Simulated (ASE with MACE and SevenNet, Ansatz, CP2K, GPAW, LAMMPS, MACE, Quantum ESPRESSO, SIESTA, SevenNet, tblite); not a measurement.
# Machine-learned potentials runs on glassy 38BaO-62TiO2 (mol %) (110 atoms)

How do the settings of machine-learned potentials change the result for glassy 38BaO-62TiO2 (mol %) (110 atoms)? A plane-wave run serves as the yardstick.

Program: ASE with MACE and SevenNet. Level of theory: the method is named at each step. Results are calculated unless marked as measured.

## (1) Set-up

The cell holds 110 atoms: 16 Ba, 26 Ti and 68 O. Its edges and angles: a = 11.965 Å, b = 11.965 Å, c = 11.965 Å, α = 90.0°, β = 90.0°, γ = 90.0°. 110 atoms (16 Ba, 26 Ti, 68 O) placed at random at 4.67 g/cm³, melted at 4000 K for 10 ps at fixed volume with the Morse and Coulomb pair potential with partial charges (Pedone, Malavasi, Menziani, Cormack and Segre, J. Phys. Chem. B 110, 11780 (2006)). Quenched from 4000 K to 300 K at 20 K/ps and fixed volume, held 10 ps at zero pressure, then minimised at fixed cell.

The yardstick, on the same geometry:

| Item | Value |
| --- | --- |
| method | Kohn-Sham DFT, PBE, PAW, plane waves (Ansatz 0.2.0); cutoff 420 eV, Γ point, fermi-dirac smearing of 0.05 eV; PAW set soft_2 |
| r.m.s. force component | 0.7786 eV/Å |
| longest force | 2.495 eV/Å |
| pressure | 4.206 GPa |
| gap (highest filled to lowest empty level) | 2.506 eV |
| SCF cycles | 12 |
| time | 43 s on 4 threads of Arm Neoverse V2, shared host |
| CPU time | 2.8 min |

## (2) MACE MP-0b3 medium potential

Method: machine-learned interatomic potential MACE MP-0b3 medium, trained on PBE(+U) plane-wave data.

Contents of run.py:

```python
import numpy as np
from ase.io import read
import mlip  # loads the published weights by name

atoms = read("structure.xyz")
atoms.calc = mlip.calc("mace-mp-0b3-medium")
energy = atoms.get_potential_energy()
forces = atoms.get_forces()
print(f"energy {energy:.6f} eV")
print("forces (eV/A)")
for i, (a, f) in enumerate(zip(atoms, forces)):
    print(f"{i:4d} {a.symbol:2s} {f[0]:10.5f} {f[1]:10.5f} {f[2]:10.5f}")
stress = -atoms.get_stress(voigt=False) * 160.21766
print("stress (GPa, compression positive)")
for row in stress:
    print(" ".join(f"{x:10.4f}" for x in row))
```

Contents of structure.xyz:

```xyz
110
Lattice="11.96473 0.00000 0.00000 0.00000 11.96473 0.00000 0.00000 0.00000 11.96473" Properties=species:S:1:pos:R:3 pbc="T T T"
Ba 8.93071 11.20294 10.08017
Ba 10.53638 5.14017 2.18476
Ba 2.44894 6.18828 1.02071
Ba 1.33957 9.41636 3.01380
Ba 9.96171 5.66123 10.63306
Ba 4.56119 1.60854 0.38849
Ba 5.00186 8.24609 3.64087
Ba 3.93676 5.82383 6.41860
Ba 0.87558 9.89435 9.38645
Ba 6.84825 5.76915 8.57799
Ba 8.24669 2.26648 4.70154
Ba 10.85069 2.39809 9.65362
Ba 0.92739 5.72309 9.31119
Ba 7.23651 1.72340 8.37017
Ba 0.91506 2.93926 6.51468
Ba 6.82839 11.08508 1.03387
Ti 10.52214 11.80416 6.50427
Ti 6.30362 9.44053 7.69081
Ti 4.10977 11.92991 3.49645
Ti 7.22179 10.78836 4.72726
Ti 7.32792 3.51273 11.35931
Ti 9.40212 1.80667 1.24194
Ti 0.17827 11.78586 0.40692
Ti 2.30800 11.39138 6.58060
Ti 10.55193 8.66641 11.73692
Ti 0.95108 6.22250 4.48474
Ti 5.59351 4.46907 2.32582
Ti 3.99861 3.69160 9.56149
Ti 1.25666 7.94350 6.85208
Ti 4.43221 2.39498 6.47388
Ti 7.56781 5.91991 4.68311
Ti 11.69995 1.21956 3.58356
Ti 3.95159 7.61962 9.53421
Ti 4.40673 11.69014 9.38896
Ti 1.45192 3.00004 11.92788
Ti 9.73773 8.45512 8.04102
Ti 6.36631 6.91490 0.19957
Ti 2.59814 3.15905 3.48521
Ti 10.63425 8.91911 4.81772
Ti 8.67993 8.45189 2.15916
Ti 10.12934 5.44108 6.68170
Ti 3.40014 9.95872 0.25401
O 9.51531 8.25614 6.00414
O 9.15098 9.74097 0.68977
O 9.44173 6.52317 7.98861
O 0.05767 7.59808 11.40263
O 1.42632 4.50544 4.08572
O 4.11120 11.13282 1.86159
O 1.28585 6.12367 6.46107
O 6.71209 4.63262 3.70871
O 3.54970 3.32608 5.26281
O 6.01623 1.80500 6.03992
O 10.25940 8.81214 3.10772
O 8.54258 4.97111 5.86942
O 3.00973 11.17290 4.66792
O 10.60877 2.30883 2.56823
[... 50 atom lines left out ...]
O 10.42654 0.85225 0.12898
O 3.36520 0.97919 6.62858
O 10.80918 1.28764 5.14220
O 3.08211 11.09334 8.41097
```

Started as:

```
$ OMP_NUM_THREADS=1 python run.py > output.txt
```

Output:

```text
energy -892.201240 eV
forces (eV/A)
   0 Ba    0.45809   -0.85101    0.09332
   1 Ba    0.00180    0.37184    0.77787
   2 Ba    0.16619    0.08130    0.30149
   3 Ba   -0.19144    0.16993    0.45780
   4 Ba   -0.99848    0.52761    0.28245
   5 Ba   -0.28252    0.42743   -0.30434
   6 Ba    0.34257    0.08623   -0.12035
   7 Ba   -0.49590   -0.21240   -0.20033
   8 Ba    0.48209   -0.22386   -0.08451
   9 Ba    0.00326    0.01013    0.21755
  10 Ba   -0.09424   -0.27940   -0.48180
  11 Ba   -0.14028   -0.25345    0.38704
  12 Ba    1.22126    0.15291   -0.75740
  13 Ba   -0.97214    0.21029    0.13122
  14 Ba    0.33340   -0.24727   -0.53167
  15 Ba    0.48349   -0.13898    0.81098
  16 Ti    0.31040   -1.16071   -0.10719
  17 Ti   -0.12452    1.23069    0.63366
  18 Ti   -0.35919   -0.05695   -0.24485
  19 Ti    0.93667   -0.48775    0.36531
  20 Ti    0.10833   -1.66615   -0.57536
  21 Ti    0.21704   -0.46712    0.27300
  22 Ti   -0.43752    1.41211    1.03213
  23 Ti   -0.17310    0.86825    0.15893
[...]
102 O     0.59360    0.10193    0.76969
 103 O     0.39744    0.37613    0.48560
 104 O    -1.73241    1.62949   -0.65765
 105 O    -0.15639   -0.23815   -0.13374
 106 O     0.55288   -1.25032   -1.75657
 107 O    -1.09253   -0.76411    0.25177
 108 O    -0.78732    0.31952    1.12251
 109 O    -1.64522   -0.65681   -0.75969
stress (GPa, compression positive)
    5.9669     0.7447     0.3505
    0.7447     5.8339    -0.3367
    0.3505    -0.3367     3.8597
```

Elapsed: 8.3 s, on 1 thread of Arm Neoverse V2, shared host; peak memory 1.1 GiB.

Banners, paths, timers and routine set-up lines are dropped from the logs unmarked, and long logs keep their key lines alone; longer cuts are marked.

Numbers from this run, and their distance from the reference:

```
r.m.s. force component                  : 0.7881 eV/Å
r.m.s. difference of force components   : 103.4 meV/Å
longest difference of force vectors     : 400.9 meV/Å
force difference over r.m.s. force      : 13.27 %
slope of forces against the reference's : 1.003
correlation of force components         : 0.9914
pressure                                : 5.22 GPa
pressure difference                     : 1.014 GPa
```

Length of the force difference by element (eV/Å):

| element | atoms | mean | most |
| --- | --- | --- | --- |
| Ba | 16 | 0.16 | 0.40 |
| O | 68 | 0.14 | 0.37 |
| Ti | 26 | 0.21 | 0.36 |

Local excerpt of 12 atoms (numbers count through the whole input) about Ba2, one of the 16 Ba atoms; x, y, z are measured from there.

```
atom      x      y      z  distance (Å)  bonds     Fx     Fy  Fz (eV/Å)
 Ba2   0.00   0.00   0.00          0.00      7   0.00   0.37       0.78
 O63   1.98   1.58   0.59          2.60      4  -0.02   0.03      -1.06
 O80  -0.87   2.21  -1.37          2.75      4   0.03  -1.33       0.44
 O56   0.07  -2.83   0.38          2.86      4   0.22   1.40       0.64
O102  -1.54  -1.79  -1.72          2.92      4   0.21   2.38      -0.44
 O93   0.45   0.45   2.92          2.99      3   0.61  -0.17      -0.68
 O89  -2.26   1.73   1.17          3.08      3   0.62   0.57      -0.97
O105   1.61  -1.04  -2.74          3.34      5  -1.73   1.63      -0.66
Ti26   2.38   1.08   2.30          3.48      6   0.23   1.17       0.25
 O47   2.85  -0.63   1.90          3.49      3   0.32  -1.30      -0.10
 Ba5  -0.57   0.52  -3.52          3.60      9  -1.00   0.53       0.28
Ti22  -1.13  -3.33  -0.94          3.65      4   0.22  -0.47       0.27
```

Atoms are counted from 1 here, from 0 in the log.

Forces lie 13 % from the reference's, at 0.046 times its CPU time (on 1 against 4 cores).

## (3) MACE MP-0b2 small potential

Method: machine-learned interatomic potential MACE MP-0b2 small, trained on PBE(+U) plane-wave data.

run.py, as its differences from that of step 2:

```diff
@@ -5,3 +5,3 @@
 atoms = read("structure.xyz")
-atoms.calc = mlip.calc("mace-mp-0b3-medium")
+atoms.calc = mlip.calc("mace-mp-0b2-small")
 energy = atoms.get_potential_energy()
```

structure.xyz is that of step 2.

Output:

```text
energy -891.941446 eV
forces (eV/A)
   0 Ba    0.40160   -0.81900    0.16424
   1 Ba    0.02471    0.42963    0.79045
   2 Ba    0.21750    0.15514    0.29931
   3 Ba   -0.12452    0.06467    0.41626
   4 Ba   -1.17492    0.59309    0.44640
   5 Ba   -0.21448    0.45457   -0.35847
   6 Ba    0.30781    0.16701   -0.10067
   7 Ba   -0.61382   -0.16009   -0.16330
   8 Ba    0.26856   -0.12306   -0.08574
   9 Ba   -0.13791   -0.07646    0.37491
  10 Ba   -0.11784   -0.42379   -0.41910
  11 Ba   -0.05939   -0.49132    0.23075
  12 Ba    1.44526    0.17488   -0.77631
  13 Ba   -0.90341    0.23059    0.27766
  14 Ba    0.34750   -0.18031   -0.34293
  15 Ba    0.69445   -0.14175    0.72819
  16 Ti    0.24419   -1.30793    0.18679
  17 Ti   -0.10117    1.11155    0.74883
  18 Ti   -0.27594    0.14518   -0.36927
  19 Ti    0.96942   -0.56931    0.27862
  20 Ti   -0.22451   -1.77220   -0.39756
  21 Ti    0.00777   -0.51329   -0.16167
  22 Ti   -0.41464    1.17381    0.78201
  23 Ti   -0.29429    0.81347    0.18406
[...]
102 O     0.66821    0.13126    0.70515
 103 O     0.21624    0.29413    0.42921
 104 O    -1.74196    1.62646   -0.62129
 105 O    -0.14506   -0.26217   -0.12585
 106 O     0.44936   -1.05270   -1.54671
 107 O    -0.78772   -0.48319    0.26069
 108 O    -0.76273    0.37794    0.92897
 109 O    -1.66630   -0.74095   -0.89702
stress (GPa, compression positive)
    5.9450     0.5604     0.2919
    0.5604     5.6804    -0.5048
    0.2919    -0.5048     3.9137
```

Wall time 6.4 s (1 thread); peak memory 0.67 GiB.

Compared with the plane-wave run:

```yaml
r_m_s_force_component: 0.7712 eV/Å
r_m_s_difference_of_force_components: 114 meV/Å
longest_difference_of_force_vectors: 425.4 meV/Å
force_difference_over_r_m_s_force: 14.65 %
slope_of_forces_against_the_reference_s: 0.9797
correlation_of_force_components: 0.9892
pressure: 5.18 GPa
pressure_difference: 0.9737 GPa
```

Against the first run (13 %), the force difference from the reference is 15 %, at 0.75 times the CPU time.

## (4) SevenNet 0 potential

Method: machine-learned interatomic potential SevenNet 0, trained on PBE(+U) plane-wave data.

run.py, as its differences from that of step 3:

```diff
@@ -5,3 +5,3 @@
 atoms = read("structure.xyz")
-atoms.calc = mlip.calc("mace-mp-0b2-small")
+atoms.calc = mlip.calc("7net-0")
 energy = atoms.get_potential_energy()
```

structure.xyz is that of step 3.

Output:

```text
energy -892.434387 eV
forces (eV/A)
   0 Ba    0.44223   -0.74235    0.11488
   1 Ba    0.00971    0.53242    0.75825
   2 Ba    0.04075    0.13646    0.32564
   3 Ba   -0.21837    0.08774    0.56419
   4 Ba   -0.97363    0.54839    0.33686
   5 Ba   -0.25404    0.40012   -0.30679
   6 Ba    0.24500    0.11549   -0.14646
   7 Ba   -0.56019   -0.07211   -0.19780
   8 Ba    0.37003   -0.26585   -0.11100
   9 Ba   -0.03021   -0.01091    0.27700
  10 Ba   -0.00369   -0.43524   -0.57644
  11 Ba   -0.19414   -0.23181    0.30400
  12 Ba    1.17805    0.09279   -0.70813
  13 Ba   -0.98828    0.14283    0.28267
  14 Ba    0.36421   -0.25615   -0.41117
  15 Ba    0.56445   -0.15828    0.82739
  16 Ti    0.32130   -1.09739   -0.03573
  17 Ti   -0.12711    1.14212    0.66948
  18 Ti   -0.25947   -0.18328   -0.24459
  19 Ti    0.80723   -0.66514    0.18450
  20 Ti    0.03609   -1.55160   -0.34445
  21 Ti    0.13496   -0.44607    0.17240
  22 Ti   -0.48066    1.17525    0.95033
  23 Ti   -0.27100    0.80924    0.15259
[...]
102 O     0.39613    0.09952    0.82571
 103 O     0.47179    0.44282    0.43643
 104 O    -1.78364    1.79022   -0.68925
 105 O    -0.15144   -0.26251   -0.14594
 106 O     0.53274   -1.19283   -1.80821
 107 O    -0.78442   -0.45888    0.40334
 108 O    -0.87920    0.35862    1.22085
 109 O    -1.65699   -0.67461   -0.73067
stress (GPa, compression positive)
    6.0305     0.6413     0.3656
    0.6413     5.9788    -0.3887
    0.3656    -0.3887     4.0467
```

Run time: 6.9 s. Hardware: 1 thread; peak memory 1 GiB.

Numbers from this run, and their distance from the reference:

* r.m.s. force component: 0.7851 eV/Å
* r.m.s. difference of force components: 105.6 meV/Å
* longest difference of force vectors: 423.5 meV/Å
* force difference over r.m.s. force: 13.57 %
* slope of forces against the reference's: 0.9991
* correlation of force components: 0.9909
* pressure: 5.352 GPa
* pressure difference: 1.146 GPa

Against the first run (13 %), the force difference from the reference is 14 %, at 0.86 times the CPU time.

## (5) The ladder

Differences are against the plane-wave reference, forces as r.m.s. over components; share is that over the reference's r.m.s. force, slope the least-squares factor from reference forces to these. Total energies of different programs have different zeros and aren't compared.

```csv
run,"Δ force, r.m.s. (meV/Å)",share (%),slope,Δ pressure (GPa),cores,CPU time,memory (GiB)
reference,-,-,-,-,4,2.8 min,2.8
MACE MP-0b3 medium potential,103,13.3,1.003,1.01,1,7.6 s,1.1
MACE MP-0b2 small potential,114,14.6,0.980,0.974,1,5.7 s,0.67
SevenNet 0 potential,106,13.6,0.999,1.15,1,6.6 s,1
```

Times of the machine-learned potentials are mostly Python's start and the loading of weights.

CPU time is summed over cores on a shared host, where runs went side by side, so it is rough. Symmetry, cutoffs, thresholds, outputs and thread counts weren't matched or tuned between programs; memory under MPI is the largest rank's times the ranks.

## (6) Outcome

| Property | Result |
| --- | --- |
| nearest in forces | MACE MP-0b3 medium potential, 13 % |
| its CPU time | 7.6 s |

What this shows: Machine-learned potentials differ by 13 % (MACE MP-0b3 medium potential) to 15 % (MACE MP-0b2 small potential); they were trained on other programs' data. Machine-learned potentials mimic data converged in k, so the reference's own k-point error enters their differences. The quench rate of 20 K/ps is many orders above laboratory rates, so the cell is likely richer in defects and strain than a real sample. The network of bonds at the start is that of the classical potential that made the cell, and needn't be the one that DFT or experiment would give. The reference's pressure of 4.2 GPa belongs to a cell and atoms that aren't relaxed at this level. The electronic-structure runs sample only Γ, in a cell whose shortest periodic width is 12 Å. Spin–orbit coupling is left out, which matters for the levels of the heavy elements.

[Also dropped from logs without a mark: logging warnings of Python, and SIESTA's first energy breakdown and zero terms.]

[Logs are printed without paths, hosts, clocks, repeated set-up lines and the standing remarks that a program may print on its own settings, such as how far it seeks lower states.]

[Hosts, paths, dates, database ids (printed as entryN), source tags and the programs' standing remarks are cut or masked in the printed files.]
